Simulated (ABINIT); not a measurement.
## A GW chain in ABINIT: H4C (I-43m)

How does a plane-wave GW calculation on H4C (I-43m) run from the first input to the gap?

Main program and level: ABINIT 10.8.3; LDA and many-body steps on it, plane waves.

### 1. The structure

The structure is cubic, space group I-43m (No. 217). The conventional cell has a = 4.958 Å, b = 4.958 Å, c = 4.958 Å, α = 90.00°, β = 90.00°, γ = 90.00°. Nearest to H lie 1 C at 1.09 Å. C has 4 H at 1.09 Å nearest. Farther neighbours are not listed.

The cell and positions are those that the Materials Project relaxed with its own functionals (PBE, PBE+U or r2SCAN), kept fixed.

### 2. Ground state

This step: ABINIT 10.8.3; DFT, LDA, plane waves, norm-conserving pseudopotentials.

The ground-state density comes first.

File run.abi:

```
acell 3*1.0 Angstrom
rprim 
  -2.478924680900 2.478924680900 2.478924680900
  2.478924680900 -2.478924680900 2.478924680900
  2.478924680900 2.478924680900 -2.478924680900
ntypat 2
znucl 1 6
natom 5
typat 1 1 1 1 2
xred 
  0.000000000000 0.000000000000 0.746312870000
  0.746312870000 0.000000000000 0.000000000000
  0.000000000000 0.746312870000 0.000000000000
  0.253687130000 0.253687130000 0.253687130000
  0.000000000000 0.000000000000 0.000000000000
pp_dirpath "pseudos"
pseudos "H.upf, C.upf"
ecut 37
ngkpt 6 6 6
nshiftk 1
shiftk 0 0 0
kptopt 1
chksymbreak 0
nband 10
occopt 1
tolvrs 1e-10
nstep 60
prtwf 0
optforces 0
optstress 0
indata_prefix "in"
outdata_prefix "out"
tmpdata_prefix "tmp"
```

Started as:

```
OMP_NUM_THREADS=1 mpirun -n 4 abinit run.abi > log
```

Numbers of over 12 decimals in the logs are rounded to 6 here.

The log of the run:

```text
.Version 10.8.3 of ABINIT. v10.8.2 released Aug 2026.

 Symmetries : space group I-4 3 m (#217); Bravais cI (body-center cubic)
================================================================================
 Values of the parameters that define the memory need of the present run
     intxc =       0    ionmov =       0      iscf =       7    lmnmax =       4
     lnmax =       4     mgfft =      48  mpssoang =       2    mqgrid =    3001
     natom =       5  nloc_mem =       1    nspden =       1   nspinor =       1
    nsppol =       1      nsym =      24    n1xccc =    2501    ntypat =       2
    occopt =       1   xclevel =       1
-    mband =          10        mffmem =           1         mkmem =           4
       mpw =        4435          nfft =      110592          nkpt =          16
================================================================================
  Rough estimation (10% accuracy) of disk space for files :
================================================================================

--------------------------------------------------------------------------------
------------- Echo of variables that govern the present computation ------------
--------------------------------------------------------------------------------
 -outvars: echo values of preprocessed input variables --------
            acell      1.8897261259E+00  1.8897261259E+00  1.8897261259E+00 Bohr

      chksymbreak           0
             ecut      3.70000000E+01 Hartree
-          fftalg         312

              ixc       -1012
              kpt      0.00000000E+00  0.00000000E+00  0.00000000E+00
                       1.66666667E-01  0.00000000E+00  0.00000000E+00
                       3.33333333E-01  0.00000000E+00  0.00000000E+00
                       5.00000000E-01  0.00000000E+00  0.00000000E+00
                       1.66666667E-01  1.66666667E-01  0.00000000E+00
                       3.33333333E-01  1.66666667E-01  0.00000000E+00
                       3.33333333E-01  3.33333333E-01  0.00000000E+00
                       1.66666667E-01  1.66666667E-01  1.66666667E-01
                       3.33333333E-01  1.66666667E-01  1.66666667E-01
   [... 5 further rows ...]
                       5.00000000E-01  5.00000000E-01  3.33333333E-01
                       5.00000000E-01  5.00000000E-01  5.00000000E-01
         kptrlatt        6    0    0      0    6    0      0    0    6
          kptrlen      4.86826350E+01
P           mkmem           4
            natom           5
            nband          10
            ngfft          48      48      48
             nkpt          16
            nstep          60
             nsym          24
           ntypat           2
              occ      2.000000  2.000000  2.000000  2.000000  0.000000  0.000000
                       0.000000  0.000000  0.000000  0.000000
        optforces           0
        optstress           0
            prtwf           0
            rprim     -2.4789246809E+00  2.4789246809E+00  2.4789246809E+00
[...]
spgroup         217

           tolvrs      1.00000000E-10

             xred      9.1637589985E-20  9.1637589985E-20  7.4631287000E-01
[...]
znucl        1.00000    6.00000

================================================================================

 chkinp: Checking input parameters for consistency.

================================================================================
== DATASET  1 ==================================================================
-   mpi_nproc: 4, omp_nthreads: 1 (-1 if OMP is not activated)

--- !DatasetInfo
iteration_state: {dtset: 1, }
dimensions: {natom: 5, nkpt: 16, mband: 10, nsppol: 1, nspinor: 1, nspden: 1, mpw: 4435, }
cutoff_energies: {ecut:  37.0, pawecutdg:  -1.0, }
electrons: {nelect:   8.00000000E+00, charge:   0.00000000E+00, occopt:   1.00000000E+00, tsmear:   1.00000000E-02, }

 Real(R)+Recip(G) space primitive vectors, cartesian coordinates (Bohr,Bohr^-1):
 R(1)= -4.6844887  4.6844887  4.6844887  G(1)=  0.0000000  0.1067352  0.1067352
 R(2)=  4.6844887 -4.6844887  4.6844887  G(2)=  0.1067352  0.0000000  0.1067352
 R(3)=  4.6844887  4.6844887 -4.6844887  G(3)=  0.1067352  0.1067352  0.0000000
 Unit cell volume ucvol=  4.1119383E+02 bohr^3
 Angles (23,13,12)=  1.09471221E+02  1.09471221E+02  1.09471221E+02 degrees

 getcut: wavevector=  0.0000  0.0000  0.0000  ngfft=  48  48  48
         ecut(hartree)=     37.000   => boxcut(ratio)=   2.16049

--- Pseudopotential description ------------------------------------------------
- H Generated using ONCVPSP code by D. R. Hamann
-  1.00000   1.00000  180309                  znucl, zion, pspdat
12 -1012 1 -1 1180                            pspcod,pspxc,lmax,lloc,mmax
     nproj     2     1
  pspatm : epsatm=    0.35439867
         --- l  ekb(1:nproj) -->
[...]
1   -0.275071
 pspatm: atomic psp has been read  and splines computed

- C Generated using ONCVPSP code by D. R. Hamann
-  6.00000   4.00000  180309                  znucl, zion, pspdat
12 -1012 1 -1 1234                            pspcod,pspxc,lmax,lloc,mmax
     nproj     2     2
  pspatm : epsatm=    4.35103003
         --- l  ekb(1:nproj) -->
[...]
pspatm: atomic psp has been read  and splines computed

   4.61489976E+01                                ecore*ucvol(ha*bohr**3)
--------------------------------------------------------------------------------

_setup2: Arith. and geom. avg. npw (full set) are    4420.097    4420.086

================================================================================

--- !BeginCycle
iteration_state: {dtset: 1, }
solver: {iscf: 7, nstep: 60, nline: 4, wfoptalg: 0, }
tolerances: {tolvrs: 1.00E-10, }

     iter   Etot(hartree)      deltaE(h)  residm     vres2
 ETOT  1  -8.192123    -8.192E+00 6.829E-02 1.272E+03
 ETOT  2  -8.313161    -1.210E-01 4.593E-03 2.104E+02
 ETOT  3  -8.357180    -4.402E-02 3.978E-03 1.979E+01
 ETOT  4  -8.358983    -1.803E-03 5.694E-04 1.394E-01
 ETOT  5  -8.358991    -7.742E-06 2.736E-04 1.335E-02
 ETOT  6  -8.358992    -7.746E-07 4.747E-05 3.117E-04
 ETOT  7  -8.358992    -2.391E-08 3.222E-05 3.488E-06
 ETOT  8  -8.358992    -2.327E-10 5.786E-06 6.157E-08
 ETOT  9  -8.358992    -1.551E-11 4.151E-06 4.343E-09
 ETOT 10  -8.358992    -4.547E-13 1.117E-06 1.756E-11

 At SCF step   10       vres2   =  1.76E-11 < tolvrs=  1.00E-10 =>converged.

--- !ResultsGS
iteration_state: {dtset: 1, }
comment   : Summary of ground state results
lattice_vectors:
- [ -4.6844887,   4.6844887,   4.6844887, ]
- [  4.6844887,  -4.6844887,   4.6844887, ]
- [  4.6844887,   4.6844887,  -4.6844887, ]
lattice_lengths: [   8.11377,    8.11377,    8.11377, ]
lattice_angles: [109.471, 109.471, 109.471, ] # degrees, (23, 13, 12)
lattice_volume:   4.1119383E+02
convergence: {deltae: -4.547E-13, res2:  1.756E-11, residm:  1.117E-06, diffor:  0.000E+00, }
etotal    :  -8.35899161E+00
entropy   :   0.00000000E+00
fermie    :  -2.55225365E-01
cartesian_stress_tensor: null
pressure_GPa: null
xred      :
- [  9.1638E-20,   9.1638E-20,   7.4631E-01,  H]
- [  7.4631E-01,  -9.1638E-20,   1.2012E-17,  H]
- [ -9.1638E-20,   7.4631E-01,   1.1829E-17,  H]
- [  2.5369E-01,   2.5369E-01,   2.5369E-01,  H]
- [  0.0000E+00,   0.0000E+00,   0.0000E+00,  C]
cartesian_forces: null
force_length_stats: {min: null, max: null, mean: null, }

 Integrated electronic density in atomic spheres:
 ------------------------------------------------
 Atom  Sphere_radius  Integrated_density
[...]
================================================================================

 ----iterations are completed or convergence reached----

 Mean square residual over all n,k,spin=   17.352E-09; max=  11.172E-07
 reduced coordinates (array xred) for    5 atoms
       0.000000000000      0.000000000000      0.746312870000
       0.746312870000     -0.000000000000      0.000000000000
      -0.000000000000      0.746312870000      0.000000000000
       0.253687130000      0.253687130000      0.253687130000
       0.000000000000      0.000000000000      0.000000000000
 rms dE/dt=  0.0000E+00; max dE/dt=  0.0000E+00; dE/dt below (all hartree)
    1       0.000000000000      0.000000000000      0.000000000000
    2       0.000000000000      0.000000000000      0.000000000000
    3       0.000000000000      0.000000000000      0.000000000000
    4       0.000000000000      0.000000000000      0.000000000000
    5       0.000000000000      0.000000000000      0.000000000000

 cartesian coordinates (angstrom) at end:
    1      1.850053     1.850053    -1.850053
    2     -1.850053     1.850053     1.850053
    3      1.850053    -1.850053     1.850053
    4      0.628871     0.628871     0.628871
    5      0.000000     0.000000     0.000000
 length scales=  1.889726125908  1.889726125908  1.889726125908 bohr
              =  1.000000000000  1.000000000000  1.000000000000 angstroms
 prteigrs : about to open file out_EIG
 Fermi (or HOMO) energy (hartree) =  -0.25523   Average Vxc (hartree)=  -0.22677
 Eigenvalues (hartree) for nkpt=  16  k points:
 kpt#   1, nband= 10, wtk=  0.00463, kpt=  0.0000  0.0000  0.0000 (reduced coord)
  -0.55230   -0.25523   -0.25523   -0.25523    0.01275    0.19499    0.19499    0.19499
   0.33780    0.33780
 prteigrs : prtvol=0 or 1, do not print more k-points.

--- !EnergyTerms
iteration_state     : {dtset: 1, }
comment             : Components of total free energy in Hartree
kinetic             :  6.49541235726336E+00
hartree             :  4.22556828625824E+00
xc                  : -3.49555701604164E+00
Ewald energy        : -2.17405362436174E+00
psp_core            :  1.12231736885718E-01
local_psp           : -1.27752748173762E+01
non_local_psp       : -7.47318537027436E-01
total_energy        : -8.35899161439974E+00
total_energy_eV     : -2.27459749446348E+02
band_energy         : -2.69859166061877E+00

== END DATASET(S) ==============================================================
================================================================================

 -outvars: echo values of variables after computation  --------
           etotal     -8.3589916144E+00
            nband          10
             nkpt          16
          spgroup         217
 [... the other variables as echoed above ...]

 Calculation completed.
```

Elapsed: 7.1 s, on 4 MPI ranks of Arm Neoverse V1, shared host; peak memory 0.38 GiB.

This step gave:

```
total energy               : -227.4597 eV
gap                        : 7.292 eV
k of the valence top       : 0, 0, 0
k of the conduction bottom : 0, 0, 0
least direct gap           : 7.292 eV
```

The gap is direct, at Γ.

(Part 1 of 3 ends here.)

[Paths, hosts, dates, memory and timing lines, banners, echoed tables and standing remarks are left out of the program output.]

[Logs are printed without paths, hosts, clocks, repeated set-up lines and the standing remarks that a program may print on its own settings, such as how far it seeks lower states.]

[Runs of the session that timed out or met a known fault of the program may be left out.]

[Hosts, paths, dates, database ids (printed as entryN), source tags and the programs' standing remarks are cut or masked in the printed files.]

[G0W0 gaps are taken among the corrected bands and points alone; a level outside them can change the order at an edge.]

[Where Ansatz stands beside ABINIT at settings called matched, ABINIT's density can come from a denser mesh and the files from another edition; pairs whose starting gaps differed by over 0.03 eV were left out, so agreement reads better than it is.]
